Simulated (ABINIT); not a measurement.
Entries from a set of simulations; values are calculated unless marked as measured.

```cif
data_algan2
_symmetry_space_group_name_H-M 'P3m1'
_symmetry_Int_Tables_number 156
_cell_length_a 3.1453
_cell_length_b 3.1453
_cell_length_c 5.0969
_cell_angle_alpha 90.000
_cell_angle_beta 90.000
_cell_angle_gamma 120.000
_cell_volume 43.67
loop_
_atom_site_label
_atom_site_type_symbol
_atom_site_symmetry_multiplicity
_atom_site_Wyckoff_symbol
_atom_site_fract_x
_atom_site_fract_y
_atom_site_fract_z
_atom_site_occupancy
Al1 Al 1 a 0.00000 0.00000 0.99926 1
Ga1 Ga 1 c 0.66667 0.33333 0.49717 1
N1 N 1 c 0.66667 0.33333 0.11180 1
N2 N 1 a 0.00000 0.00000 0.62816 1
_calc_subject 'AlGaN2 (P3m1): G0W0 with ABINIT, start to end'
_calc_method 'RPA screening on LDA, plane waves, norm-conserving pseudopotentials (and 2 further levels or steps)'
_calc_program 'ABINIT 10.8.3'
_calc_settings 'cutoff 45 Ha, PseudoDojo scalar-relativistic 0.4.1 stringent, norm-conserving, ngkpt (3, 3, 2), nband 34, ecuteps 3.2 Ha, inclvkb 2, shiftk (0, 0, 0), symchi 1, awtr 1, frequency ppm, 3×3×2 k-mesh'
_calc_cost '5 runs, 77 s in all on 4 MPI ranks of Intel Xeon Platinum 8559C (Emerald Rapids), shared host'
_calc_notes 'The program’s warnings: nkpt*nsppol () is not a multiple of nproc spkpt (). The cell and positions are those that the Materials Project relaxed with its own functionals (PBE, PBE+U or r2SCAN), kept fixed. Limits: no spin-orbit coupling. The 3×3×2 mesh is coarse for this cell, which bears on the long-range parts of exchange and screening.'
_calc_lda_gap '2.91 eV, direct'
_calc_g0w0_gap_on_the_mesh '4.22 eV'
_calc_gw_settings '3×3×2 mesh, 34 bands, screening to 87.1 eV, Godby-Needs plasmon pole'
_calc_known_limits 'short of the basis limit; no spin-orbit coupling; coarse k mesh'
```

[Long decimals in the printed logs are rounded to 6 places.]

[Logs are printed without paths, hosts, clocks, repeated set-up lines and the standing remarks that a program may print on its own settings, such as how far it seeks lower states.]

[Paths, hosts, dates, memory and timing lines, banners, echoed tables and standing remarks are left out of the program output; an Ansatz launch command may be rebuilt from the run's recorded settings. Measured values are a selection of at most five: reports struck by readers or far from the other reports are left out. None is set beside runs whose start may be inverted or whose files or cutoffs have a known fault.]

[Runs of the session that timed out or met a known fault of the program may be left out.]

[Hosts, paths, dates, database ids (printed as entryN), source tags and the programs' standing remarks are cut or masked in the printed files.]

[G0W0 gaps are taken among the corrected bands and points alone; a level outside them can change the order at an edge.]

[Where Ansatz stands beside ABINIT at settings called matched, ABINIT's density can come from a denser mesh and the files from another edition; pairs whose starting gaps differed by over 0.03 eV were left out, so agreement reads better than it is.]
